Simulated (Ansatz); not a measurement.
# Gate voltage at the highest density: 2H-CrSTe monolayer

A layer charged from two gates alike needs a voltage that grows with the carrier density; the slope is e over the total capacitance.

How it was computed: Ansatz 0.2.0, plane waves with PAW datasets (its set soft_2), r2SCAN-D4; isolated slab, charged sheets 4 Å from the outer atoms behind model barriers, atoms held, Fermi-Dirac smearing of 0.02585 eV. The voltage is that of the gates (their mean) against the layer's Fermi level, from the uncharged case, which has a gap of 0.25 eV.

| run | added electrons (10¹³ per cm²) | gate voltage (V) |
| --- | --- | --- |
| run 1 | 0.50 | 0.22 |
| run 2 | 2.00 | 0.66 |
| run 3 | 6.00 | ? |

Q: Estimate the withheld value from the rows shown.

Two rows fix a line: slope = (0.66 − 0.22) / (2.00 − 0.50) = 0.2933, intercept 0.0734. The capacitance is 1.602/0.2933 = 5.46 µF/cm², against 4.43 µF/cm² for plates 4 Å apart in vacuum on both sides; it is the larger, as where the added charge has its centre outside the outer atoms (not examined here). The line misses the origin, so the series is curved at low densities. At 6.00 it gives 0.2933 × 6.00 + 0.0734 = 1.83 V, beyond the rows fitted. Rounding of the rows alone allows about ±0.032 V there; two rows can't show whether the line holds.

The run itself gives 1.77 V: a miss of −0.06 V, or 3.4 % of the value. The capacitance rises towards the highest density.

Caveats: The gates are model sheets, not atoms, and low densities sample few k-points. Spin-orbit coupling is left out, which changes the bands of elements this heavy.
